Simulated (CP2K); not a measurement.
Two runs for the C K edge of silylacetonitrile. Run A: CP2K XAS_TDP, all-electron GAPW, PBEh(45%), aug-pc-1, TDA, no relativity. Run B differs in one setting.

First lines with a strength over 0.0015. A:

```tsv
atom	energy (eV)	states	strength, one atom
C2 (bonded to C and N)	282.36	1	0.0584
	282.45	1	0.0586
	286.12	1	0.0016
	286.45	1	0.0027
	286.79	1	0.0083
C3 (bonded to C, Si and 2 H)	284.23	1	0.0017
	284.47	1	0.0149
	284.57	1	0.0124
	285.37	1	0.0113
	285.85	1	0.0090
```

B:

```tsv
atom	energy (eV)	states	strength, one atom
C2 (bonded to C and N)	288.78	1	0.0571
	288.88	1	0.0573
	292.55	1	0.0016
	292.88	1	0.0026
	293.22	1	0.0081
C3 (bonded to C, Si and 2 H)	289.86	1	0.0017
	290.10	1	0.0146
	290.20	1	0.0122
	291.01	1	0.0110
	291.49	1	0.0089
```

Which was it: the functional, the basis, scalar relativity switched on, GW2X switched on?

GW2X switched on. GW2X shifts an atom's lines together and keeps their spacings. Against PBEh(45%) in aug-pc-1, the leading lines move by +6.42 eV (C2, to 288.78) and +5.63 eV (C3, to 290.10).

[Banner, clock and machine lines of the logs are left out without a mark of their own.]

[Logs are printed without paths, hosts, clocks, repeated set-up lines and the standing remarks that a program may print on its own settings, such as how far it seeks lower states.]

[Hosts, paths, dates, database ids (printed as entryN), source tags and the programs' standing remarks are cut or masked in the printed files.]
